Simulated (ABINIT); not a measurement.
# KI (Fm-3m): least direct gap against volume

The cell of KI (Fm-3m) is scaled evenly and the response computed anew at each volume, on one mesh.

The structure is cubic, space group Fm-3m (No. 225). The conventional cell has a = 7.066 Å, b = 7.066 Å, c = 7.066 Å, α = 90.00°, β = 90.00°, γ = 90.00°. I on site b has 6 K at 3.53 Å as nearest neighbours. Around K on site a lie 6 I at 3.53 Å.

Method: ABINIT 10.8.3, PBE, independent particles, k-mesh 8×8×8, Lorentzian half width 0.04 eV.

Launch of the response step: `optic optic.abi`. The series took 4.9 min in all, its band step included, on 4 threads of Arm Neoverse V2, with other jobs on the host.

| V/V₀ | V (Å³, primitive cell) | least direct gap (eV) |
| --- | --- | --- |
| 0.94 | 82.89 | 4.1124 |
| 0.97 | 85.54 | 4.0348 |
| 1.00 | 88.18 | 3.9625 |
| 1.03 | 90.83 | ? |
| 1.06 | 93.47 | 3.8320 |

For small changes the quantity should be close to linear in ln V.

Working, on the rows shown:

| x = ln(V/V₀) | y = least direct gap |
| --- | --- |
| -0.0618754 | 4.1124 |
| -0.0304592 | 4.0348 |
| 0 | 3.9625 |
| 0.0582689 | 3.832 |

Means: x̄ = -0.0085164, ȳ = 3.9854. Σ(x − x̄)(y − ȳ) = -0.0183, Σ(x − x̄)² = 0.007861. Slope = -0.0183 / 0.007861 = -2.328; intercept = ȳ − slope · x̄ = 3.9656. The line misses the rows shown by at most 0.0031 eV.

Question: Fill in the last column of the withheld row.

Answer: At x = 0.029559 the line gives y = 3.8968 eV. The run gave 3.8951 eV, so the interpolation is off by 0.0017 eV, 0.6 % of the range in the table.

Between the rows on either side of x = 0 the slope is (3.8951 − 4.0348) / (0.029559 − (-0.030459)) = -2.328. That is a volume deformation potential of -2.3 eV: the least direct gap on this mesh widens by 23 meV for each per cent of compression. PBE gaps are as a rule too small. Spin-orbit coupling is left out.
